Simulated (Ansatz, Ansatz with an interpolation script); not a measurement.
# G0W0 band structure of TiO2 (Rutile), part 2 of 2

Wanted: quasiparticle gap and band widths of TiO2 (Rutile) over the whole zone.

Ansatz 0.2.0; LDA, Wannier functions and G0W0, plane waves, PAW. Known limits of the many-body steps: not at the basis limit.

So far. Step 2 (LDA bands): The gap is direct, at Γ. Step 3 (Wannier functions (O:2p Ti:3d) on 8×8×12): Near the gap the model misses directly solved bands by 0.0 meV r.m.s. and by 0 meV at most in the window tested. This tests the starting bands, not the corrections carried with them.

## (4) G0W0 at every point of the mesh: 4×4×6 mesh, 286 empty bands, screening to 160 eV, PAW set soft_1 files

G0W0 replaces the xc potential by the self-energy, built once from these orbitals. Only a window of levels is corrected, while the sums run over the empty bands that the input names.

This step: G0W0 on LDA, plane waves, PAW; PAW set soft_1.

Input file input.yaml:

```yaml
crystal:
  lattice:
    - [4.5922, 0.0, 0.0]
    - [0.0, 4.5922, 0.0]
    - [0.0, 0.0, 2.9574]
  atoms:
    - { symbol: Ti, position: [0.0, 0.0, 0.0] }
    - { symbol: Ti, position: [0.5, 0.5, 0.5] }
    - { symbol: O, position: [0.30496, 0.30496, 0.0] }
    - { symbol: O, position: [0.19504, 0.80496, 0.5] }
    - { symbol: O, position: [0.69504, 0.69504, 0.0] }
    - { symbol: O, position: [0.80496, 0.19504, 0.5] }
kpoints:
  mp_grid: { grid: [4, 4, 6] }
hamiltonian:
  xc: lda
  pseudopotentials: { kind: paw, azcp: { folder: soft_1 }, xc_functional: pbe }
scf:
  occupations: { method: fixed }
gw:
  n_empty_bands: 286
  ecut_chi: 160.0
  qp_bands: [v12, c7]
  screening: { model: contour_deformation }
```

Command:

```sh
$ ansatz run input.yaml --threads 3 --pin off --max-ram 92160MiB --backend cuda --events-out ev --progress --plain --runs-dir out --devices 1 --max-vram 13GiB
```

Numbers of over 12 decimals in the logs are rounded to 6 here.

Log:

```text
GPUs: using 1 of 1 available (devices: 1).
[...]
GPU FFT provider: cuFFT
GPU libraries: cuBLAS 13.8.2, cuFFT 12.4.0, cuSOLVER 12.3.4
Crystal: 6 atoms, lattice volume = 62.367 Å³
Basis set: ecut = 420 eV, 1217 PW (Γ)
Bands: 30, of which v1, the nominal top of the filled ones, is band 24 counted from 1 (23 counted from 0)
Symmetry: 16 space group operations
[...]
k-points: 24 of 96
[...]
GPU buffer pool allocated for 20480 grid points (all kernels)
[...]
SCF iter   1: F=—  HF=-7130.626585 eV  |F-HF|=—  |Δ(HF+E_count)|=         —  Δρ=5.37e-2  dr2=1.67e0  ethr=3.10e-3  ⟨swp⟩=4.0  Hψ=2413  notcnv=0  defer=43
[...]
SCF iter   8: F=-7130.365990 eV  HF=-7130.365990 eV  |F-HF|=2.91e-8  |Δ(HF+E_count)|=   3.88e-8  Δρ=9.74e-6  dr2=5.23e-8  ethr=2.08e-10  ⟨swp⟩=3.3  Hψ=2398  notcnv=0
SCF 1 converged in 8 iterations: F = -7130.365990 eV  dr2 = 5.23e-8
[...]
G₀W₀ screening: q 1/24
[... further progress lines ...]
SCF converged after 8 iterations
Free energy (F): -7130.365990 eV
[...]
Internal energy: -7130.365990 eV  (E = F + TS)
E sigma→0 (E₀):  -7130.365990 eV
Fermi energy:    8.696126 eV
[...]
--- Band table (eV; the first three rows and the last of 24) ---
  k-point 0: bands = [... 20 lower, 8.0072, 8.2588, 8.2588, 8.6961, 10.5121, 10.8012, 11.0577, 11.1490, ... 2 higher]
  k-point 1: bands = [... 20 lower, 6.9902, 7.7220, 7.7220, 8.5349, 10.9017, 11.0374, 11.0973, 11.4956, ... 2 higher]
  k-point 2: bands = [... 20 lower, 6.6461, 7.1141, 7.1141, 7.6880, 10.9987, 11.3769, 11.8062, 12.0931, ... 2 higher]
  k-point 23: bands = [... 20 lower, 7.3989, 7.3989, 8.0241, 8.0241, 11.2421, 11.2421, 11.8666, 11.8666, ... 2 higher]
--- G₀W₀: contour deformation, 7 samples at zero and on the imaginary axis and 2 off it, 96 q-points, 286 empty bands' worth ---
  eigenvalues of the whole cell's RPA ε∞ on this k-mesh (on a slab, of 1 + 4πα/V) = 7.4333, 7.4333, 8.9518; static W/v taken at q = 0 is 0.125804
  bands read: the sum over 310 bands ends inside a degenerate multiplet in 1 slot, whose members it reads at an even weight; the widest, k=1: bands 310 to 311 (counted from 1) at 1/2 each
  `?` marks the rows in doubt; gw_qp.tsv's column doubts and the gw_qp event give each row's grounds
    ik  band        ε_KS         Σx   Σc(E_QP)       V_xc       Z   E_QP_lin       E_QP  E_QP is
     0    13      2.8565   -24.3663     5.6240   -18.6458  0.6481     2.7600     2.7599  root
     0    14      3.2896   -25.0607     5.1478   -19.9552  0.6280     3.3319     3.3320  root
     0    15      3.6636   -22.2934     5.7146   -16.6519  0.5901     3.7362     3.7366  root ?
     0    16      4.8432   -25.5936     4.8654   -20.7115  0.6514     4.8264     4.8264  root
     0    17      4.8432   -25.5936     4.8654   -20.7115  0.6514     4.8264     4.8264  root
     0    18      6.1163   -25.1008     5.0328   -19.8151  0.6767     5.8609     5.8634  root
     0    19      6.1163   -25.1008     5.0328   -19.8151  0.6767     5.8609     5.8634  root
     0    20      6.7071   -25.9473     4.8554   -20.8057  0.7023     6.4187     6.4208  root
     0    21      8.0072   -26.4275     4.3540   -21.8867  0.7196     7.8197     7.8203  root
     0    22      8.2588   -26.0961     4.2679   -21.6936  0.7145     8.1238     8.1242  root
     0    23      8.2588   -26.0961     4.2679   -21.6936  0.7145     8.1238     8.1242  root
     0    24      8.6961   -25.9742     4.4260   -21.4374  0.7025     8.5851     8.5854  root
     0    25     10.5121   -13.4084    -7.1944   -22.0403  0.7177    12.0027    11.9496  root
     0    26     10.8012   -13.3563    -6.9123   -21.6158  0.7186    12.1951    12.1484  root
     0    27     11.0577   -13.6130    -7.4421   -22.4233  0.7004    12.4818    12.4259  root
[...]
2    18      4.9086   -22.5122     5.0763   -17.4011  0.5947     4.8737     4.8739  root ?
[...]
23    27     11.8666   -13.7906    -8.5741   -23.8226  0.6796    13.4083    13.3245  root
    23    28     11.8666   -13.7906    -8.5741   -23.8226  0.6796    13.4083    13.3245  root
    23    29     11.8759   -14.1284    -7.3320   -22.7402  0.6868    13.2145    13.1557  root
    23    30     11.8759   -14.1284    -7.3320   -22.7402  0.6868    13.2145    13.1557  root
    23    31     14.6545   -16.6130    -7.5105   -25.4377  0.6660    16.0086    15.9687  root
```

Elapsed: 2.1 min, on 1 × NVIDIA H100 80GB HBM3 (shared by 6 runs) with 3 threads of AMD EPYC 7R13 (Zen 3), shared host; peak memory 1.4 GiB.

This step gave:

- bands summed: 310
- RPA ε∞ on this mesh (eigenvalues): 7.433, 7.433, 8.952
- plane waves in the screening matrix: 283
- q-points in the mesh: 96
- G0W0 gap on the mesh: 3.304 eV
- k of the valence top: 0, 0, 0
- k of the conduction bottom: 0, -0.5, -0.5
- starting gap on the mesh: 1.816 eV
- Z at the valence top: 0.7025
- Z at the conduction bottom: 0.7170
- least direct G0W0 gap on the computed points: 3.364 eV

The gap on the mesh goes from 1.82 eV to 3.30 eV, a correction of +1.49 eV, though a band edge has moved to another state.

## (5) Interpolating the corrections

A script adds the corrections, carried to the Wannier functions and back, to the LDA levels, along the path and on a 13×13×18 mesh.

* G0W0 gap over the zone: 3.304 eV
* valence top at: Γ
* conduction bottom at: R
* starting gap over the zone: 1.816 eV
* least direct G0W0 gap: 3.364 eV
* G0W0 gap on the mesh: 3.304 eV
* valence width, start: 5.840 eV
* valence width, G0W0: 5.825 eV
* gap by a rigid shift: 3.304 eV

Levels solved directly plus the interpolated quasiparticle correction. Limits: finite bands, cutoff and mesh. The quasiparticle bands at the labelled points (eV, zero at the valence-band top of each set):

```tsv
point	band 21	band 22	band 23	band 24	band 25	band 26	band 27	band 28
Γ	-0.77	-0.46	-0.46	0.00	3.36	3.56	3.84	4.00
halfway	-1.46	-1.10	-0.83	-0.26	3.61	3.85	4.20	4.20
X	-1.71	-1.71	-0.80	-0.80	3.94	3.94	4.45	4.45
halfway	-1.57	-1.57	-1.13	-1.13	3.69	3.69	4.23	4.23
M	-1.43	-1.43	-1.13	-1.13	3.39	3.39	4.03	4.03
halfway	-1.85	-1.22	-1.13	-0.43	3.42	3.96	4.01	4.45
Γ	-0.77	-0.46	-0.46	0.00	3.36	3.56	3.84	4.00
halfway	-1.90	-1.46	-1.46	-0.51	3.64	4.06	4.29	4.51
Z	-2.44	-2.44	-1.54	-1.54	4.32	4.32	4.69	4.69
halfway	-1.86	-1.86	-1.69	-1.69	3.81	3.81	4.71	4.71
R	-2.07	-2.07	-1.12	-1.12	3.30	3.30	4.72	4.72
halfway	-1.56	-1.56	-0.95	-0.95	3.55	3.55	4.73	4.73
A	-1.29	-1.29	-0.73	-0.73	3.94	3.94	4.57	4.57
halfway	-1.89	-1.60	-1.45	-1.26	3.47	4.12	4.66	4.68
Z	-2.44	-2.44	-1.54	-1.54	4.32	4.32	4.69	4.69
jump to X	-1.71	-1.71	-0.80	-0.80	3.94	3.94	4.45	4.45
halfway	-1.99	-1.99	-0.90	-0.90	3.96	3.96	4.60	4.60
R	-2.07	-2.07	-1.12	-1.12	3.30	3.30	4.72	4.72
jump to M	-1.43	-1.43	-1.13	-1.13	3.39	3.39	4.03	4.03
halfway	-1.78	-1.78	-1.42	-1.42	4.17	4.17	4.28	4.28
A	-1.29	-1.29	-0.73	-0.73	3.94	3.94	4.57	4.57
```

The same for LDA:

```tsv
point	band 21	band 22	band 23	band 24	band 25	band 26	band 27	band 28
Γ	-0.69	-0.44	-0.44	0.00	1.82	2.11	2.36	2.45
X	-1.65	-1.65	-0.75	-0.75	2.49	2.49	2.98	2.98
M	-1.30	-1.30	-1.06	-1.06	1.86	1.86	2.48	2.48
Γ	-0.69	-0.44	-0.44	0.00	1.82	2.11	2.36	2.45
Z	-2.43	-2.43	-1.44	-1.44	2.94	2.94	3.12	3.12
R	-2.08	-2.08	-1.04	-1.04	1.84	1.84	3.15	3.15
A	-1.30	-1.30	-0.67	-0.67	2.55	2.55	3.17	3.17
Z	-2.43	-2.43	-1.44	-1.44	2.94	2.94	3.12	3.12
X	-1.65	-1.65	-0.75	-0.75	2.49	2.49	2.98	2.98
R	-2.08	-2.08	-1.04	-1.04	1.84	1.84	3.15	3.15
M	-1.30	-1.30	-1.06	-1.06	1.86	1.86	2.48	2.48
A	-1.30	-1.30	-0.67	-0.67	2.55	2.55	3.17	3.17
```

Minima of the lowest conduction band, from levels solved directly at the displaced points, plus the interpolated correction; masses are left empty at degenerate points, on flat bands and where the interpolated correction rules the curvature; G0W0 masses are rough. Conduction valleys, by row:

```tsv
point	k (reciprocal lattice)	valleys in the zone	G0W0 level above the valence top (eV)	LDA level above the valence top (eV)	G0W0 principal masses (m_e)	LDA principal masses (m_e)
R	0.000 -0.500 -0.500	2	3.304	1.84	-	-
Γ	0.000 0.000 0.000	1	3.364	1.816	0.612 1.498 1.498	0.539 1.116 1.116
-	0.400 0.400 0.000	4	3.386	1.869	-	-
```

Second differences of levels solved directly at the displaced points, plus the interpolated correction, at the quasiparticle band edges; no spin-orbit coupling; left empty where the band is flat or the interpolated correction rules the curvature. Effective masses, by row:

```tsv
carrier	point	Cartesian direction	band	LDA mass (m_e)	G0W0 mass (m_e)
hole	Γ	100	24	2.659	2.151
hole	Γ	010	24	2.659	2.151
hole	Γ	110	24	2.659	2.151
hole	Γ	111	24	3.034	2.286
electron	R	100	25	1.527	1.724
electron	R	100	26	1.527	1.724
electron	R	010	25	0.553	0.656
electron	R	010	26	0.553	0.656
electron	R	001	25	0.986	1.1
electron	R	001	26	0.986	1.1
electron	R	110	26	0.539	0.575
electron	R	111	26	0.516	0.529
```

Wannier model on a dense mesh, Gaussian width 0.15 eV. Limits: finite bands, cutoff and mesh. The density of states by energy, zero at the valence-band top of each set; read off at these points; values in states/eV/cell:

```tsv
energy (eV)	G0W0	LDA
-6.50	0	0
-6.00	0.00490	0.00686
-5.50	1.10	1.31
-5.00	4.27	4.45
-4.50	7.09	6.84
-4.00	5.02	5.17
-3.50	4.09	3.78
-3.00	4.35	3.99
-2.70	5.83	5.33
-2.50	5.55	5.66
-2.00	5.28	5.55
-1.70	5.76	5.80
-1.50	5.09	5.32
-1.00	5.09	5.02
-0.50	1.34	1.49
0.00	0.159	0.194
0.50	0	0
1.00	0	0
1.50	0	5.9e-4
2.00	0	3.00
2.50	0	6.68
3.00	0.00212	8.00
3.10	0.0328	8.80
3.50	3.30	4.13
4.00	6.76	2.34
4.50	7.75	0.334
4.70	8.74	0.307
5.00	4.93	2.69
5.50	0.955	2.82
6.00	0.132	3.17
```

Corrections by starting level (eV, on the run's own energy scale, so only their differences matter):

```tsv
start	correction
-5.84	−0.10
-4.82	−0.06
-4.38	−0.04
-3.86	−0.02
-3.33	−0.12
-2.73	−0.12
-2.18	−0.09
-1.81	−0.16
-1.30	−0.24
-0.88	−0.18
-0.44	−0.14
1.84	+1.35
2.23	+1.33
2.56	+1.37
2.95	+1.36
3.18	+1.38
3.83	+1.24
5.85	+1.29
```

## (6) HSE06 bands, for comparison

This step: DFT, HSE06, plane waves, PAW; PAW set soft_1.

input.yaml, as its differences from that of step 4:

```diff
@@ -14,11 +14,15 @@
   mp_grid: { grid: [4, 4, 6] }
+  band_path:
+    path:
+      - [[0.0, 0.0, 0.0], [0.0, 0.5, 0.0], [0.5, 0.5, 0.0], [0.0, 0.0, 0.0], [0.0, 0.0, 0.5], [0.0, 0.5, 0.5], [0.5, 0.5, 0.5], [0.0, 0.0, 0.5]]
+      - [[0.0, 0.5, 0.0], [0.0, 0.5, 0.5]]
+      - [[0.5, 0.5, 0.0], [0.5, 0.5, 0.5]]
+    npoints: 10
 hamiltonian:
-  xc: lda
-  pseudopotentials: { kind: paw, azcp: { folder: soft_1 }, xc_functional: pbe }
+  xc: hse06
+  pseudopotentials: { kind: paw, azcp: { folder: soft_1 } }
 scf:
   occupations: { method: fixed }
-gw:
-  n_empty_bands: 286
-  ecut_chi: 160.0
-  qp_bands: [v12, c7]
-  screening: { model: contour_deformation }
+  n_extra_bands: 6
+output:
+  eigenvalues: true
```

Log:

```text
[...]
GPUs: using 1 of 1 available (devices: 1).
[...]
davidson cushion auto → on  (no smearing: the cushion is to keep the highest requested band from converging to the state above it; pin scf.eigensolver.cushion to override)
[...]
GPU FFT provider: cuFFT
GPU libraries: cuBLAS 13.8.2, cuFFT 12.4.0, cuSOLVER 12.3.4
Crystal: 6 atoms, lattice volume = 62.367 Å³
Basis set: ecut = 420 eV, 1217 PW (Γ)
Bands: 30, of which v1, the nominal top of the filled ones, is band 24 counted from 1 (23 counted from 0)
Symmetry: 16 space group operations
[...]
k-points: 24 of 96
[...]
GPU buffer pool allocated for 20480 grid points (all kernels)
[...]
SCF iter   1: F=—  HF=-7277.409196 eV  |F-HF|=—  |Δ(HF+E_count)|=         —  Δρ=6.57e-2  dr2=2.63e0  ethr=1.00e-1  ⟨swp⟩=3.2  Hψ=2068  notcnv=0
[...]
SCF iter   6: F=-7277.297343 eV  HF=-7277.297413 eV  |F-HF|=6.93e-5  |Δ(HF+E_count)|=   7.67e-4  Δρ=5.43e-4  dr2=1.78e-4  ethr=2.56e-5  ⟨swp⟩=2.3  Hψ=1596  notcnv=0
SCF 1 stopped early in 6 iterations: F = -7277.297343 eV  dr2 = 1.78e-4
[...]
GPU FFT provider: cuFFT
GPU libraries: cuBLAS 13.8.2, cuFFT 12.4.0, cuSOLVER 12.3.4
[...]
GPU buffer pool allocated for 20480 grid points (all kernels)
[...]
SCF 2 stopped early in 7 iterations: F = -7275.827594 eV  dr2 = 9.00e-6
hybrid outer 1: dexx = +5.423e-2 eV, tail = 1.41e-4 eV
GPU FFT provider: cuFFT
GPU libraries: cuBLAS 13.8.2, cuFFT 12.4.0, cuSOLVER 12.3.4
GPU buffer pool allocated for 20480 grid points (all kernels)
[...]
Frozen-core exchange: fock
SCF iter   1: F=—  HF=-7275.826439 eV  |F-HF|=—  |Δ(HF+E_count)|=         —  Δρ=1.05e-4  dr2=6.22e-6  ethr=1.47e-6  ⟨swp⟩=3.0  Hψ=1785  notcnv=0
[...]
SCF iter   3: F=-7275.826444 eV  HF=-7275.826444 eV  |F-HF|=7.27e-8  |Δ(HF+E_count)|=   3.68e-6  Δρ=1.31e-5  dr2=8.21e-8  ethr=3.60e-10  ⟨swp⟩=4.9  Hψ=2728  notcnv=0
SCF 3 converged in 3 iterations: F = -7275.826444 eV  dr2 = 8.21e-8
hybrid outer 2: dexx = +3.562e-6 eV, tail = 2.54e-7 eV, Δε = 3.92e-3 eV (about 1.78e-4 eV left of the loop's levels)
[...]
hybrid SCF converged: 2 outer / 10 inner (+6 warm-up), last move |dexx| = 3.56e-6 eV, tail = 2.54e-7 eV
Stability not checked: this state was not tested for a lower state beside it, because the functional holds exact exchange (a hybrid, or Hartree-Fock), whose exchange loop this test does not read (fock_operator; see scf.lower_state_search)
Free energy (F): -7275.826443 eV
Frozen-core exchange: fock
[...]
Internal energy: -7275.826443 eV  (E = F + TS)
E sigma→0 (E₀):  -7275.826443 eV
Fermi energy:    8.117666 eV
[...]
--- Band table (eV; the first three rows and the last of 24) ---
  k-point 0: bands = [... 20 lower, 7.3740, 7.6903, 7.6903, 8.1177, 11.5167, 11.8441, 12.1190, 12.2054, ... 2 higher]
  k-point 1: bands = [... 20 lower, 6.3230, 7.1520, 7.1520, 7.9365, 11.9628, 12.0785, 12.1321, 12.5227, ... 2 higher]
  k-point 2: bands = [... 20 lower, 5.9704, 6.3638, 6.3638, 7.0924, 12.0200, 12.4648, 12.9804, 13.1625, ... 2 higher]
  k-point 23: bands = [... 20 lower, 6.7687, 6.7687, 7.3704, 7.3704, 12.2862, 12.2862, 12.9891, 12.9891, ... 2 higher]
```

Elapsed: 2.1 min, on 1 × NVIDIA H100 80GB HBM3 (shared by 6 runs) with 3 threads; peak memory 1.4 GiB.

Numbers from this step:

```
filled bands         : 24
gap                  : 3.399 eV
valence top at       : Γ
conduction bottom at : Γ
least direct gap     : 3.399 eV
```

The gap stands +1.58 eV against LDA.

The electronic bands at the labelled points (eV, zero at the top of the highest nominally filled band):

```tsv
point	band 21	band 22	band 23	band 24	band 25	band 26	band 27	band 28
Γ	-0.74	-0.43	-0.43	0.00	3.40	3.73	4.00	4.09
halfway	-1.48	-1.11	-0.84	-0.25	3.71	4.09	4.33	4.40
X	-1.75	-1.75	-0.81	-0.81	4.14	4.14	4.67	4.67
halfway	-1.59	-1.59	-1.15	-1.15	3.82	3.82	4.38	4.38
M	-1.44	-1.44	-1.11	-1.11	3.43	3.43	4.11	4.11
halfway	-1.87	-1.22	-1.15	-0.42	3.47	4.10	4.19	4.67
Γ	-0.74	-0.43	-0.43	0.00	3.40	3.73	4.00	4.09
halfway	-1.98	-1.52	-1.52	-0.50	3.80	4.14	4.48	4.73
Z	-2.50	-2.50	-1.60	-1.60	4.57	4.57	4.90	4.90
halfway	-1.92	-1.92	-1.75	-1.75	3.99	3.99	4.92	4.92
R	-2.22	-2.22	-1.11	-1.11	3.43	3.43	4.94	4.94
halfway	-1.63	-1.63	-0.96	-0.96	3.71	3.71	4.96	4.96
A	-1.35	-1.35	-0.75	-0.75	4.17	4.17	4.87	4.87
halfway	-1.94	-1.69	-1.52	-1.25	3.62	4.36	4.90	4.93
Z	-2.50	-2.50	-1.60	-1.60	4.57	4.57	4.90	4.90
jump to X	-1.75	-1.75	-0.81	-0.81	4.14	4.14	4.67	4.67
halfway	-2.11	-2.11	-0.91	-0.91	4.14	4.14	4.88	4.88
R	-2.22	-2.22	-1.11	-1.11	3.43	3.43	4.94	4.94
jump to M	-1.44	-1.44	-1.11	-1.11	3.43	3.43	4.11	4.11
halfway	-1.89	-1.89	-1.49	-1.49	4.31	4.31	4.49	4.49
A	-1.35	-1.35	-0.75	-0.75	4.17	4.17	4.87	4.87
```

## (7) Summary of results

- LDA gap: 1.82 eV
- G0W0 gap over the zone: 3.30 eV, indirect
- least direct G0W0 gap, in the model: 3.36 eV
- GW settings: 4×4×6 mesh, 286 empty bands, screening to 160 eV, PAW set soft_1 files
- known limits: not at the basis limit

In words: The Wannier model follows the LDA bands to under 1 meV r.m.s. near the gap. The G0W0 gap over the zone is 3.30 eV, indirect, from Γ to R; on the mesh alone it is 3.30 eV, nearly the same. The valence width in the model goes from 5.84 eV to 5.83 eV. At the band edge the lightest electron mass is 0.52 m_e at the start and 0.53 m_e in G0W0; the G0W0 masses rest on corrections from the 4×4×6 mesh alone and are rough. HSE06 gives a gap of 3.40 eV on the same path. Against experiment, by G0W0@LDA: the gap of 3.30 eV lies +0.25 eV from the measured 3.05 eV (kind not stated, quoted 2021); the gap of 3.30 eV lies +0.02 eV from the measured 3.28 eV (optical, 2023); the gap of 3.30 eV lies +0.21 eV from the measured 3.09 ± 0.06 eV (indirect, on SiO2 (quartz particles), 2024); the gap of 3.30 eV lies +0.27 eV from the measured 3.03 eV (kind not stated, quoted 2016). An exciton line or allowed optical edge lies below the quasiparticle gap by the binding energy; a forbidden edge can push the onset above it. The calculation has static nuclei and no excitons; a measured gap holds zero-point and thermal motion, which mostly lowers it. Bands and cutoff are finite, so the gap is not at the basis limit. The miss can reach some tenths of an eV and take either sign; the mesh is an error of its own. Above the frozen window of the model the interpolated levels need not meet the computed ones, even at points of the mesh.

[Paths, hosts, dates, memory and timing lines, banners, echoed tables and standing remarks are left out of the program output.]

[Logs are printed without paths, hosts, clocks, repeated set-up lines and the standing remarks that a program may print on its own settings, such as how far it seeks lower states.]

[Runs of the session that timed out or met a known fault of the program may be left out.]

[Hosts, paths, dates, database ids (printed as entryN), source tags and the programs' standing remarks are cut or masked in the printed files.]
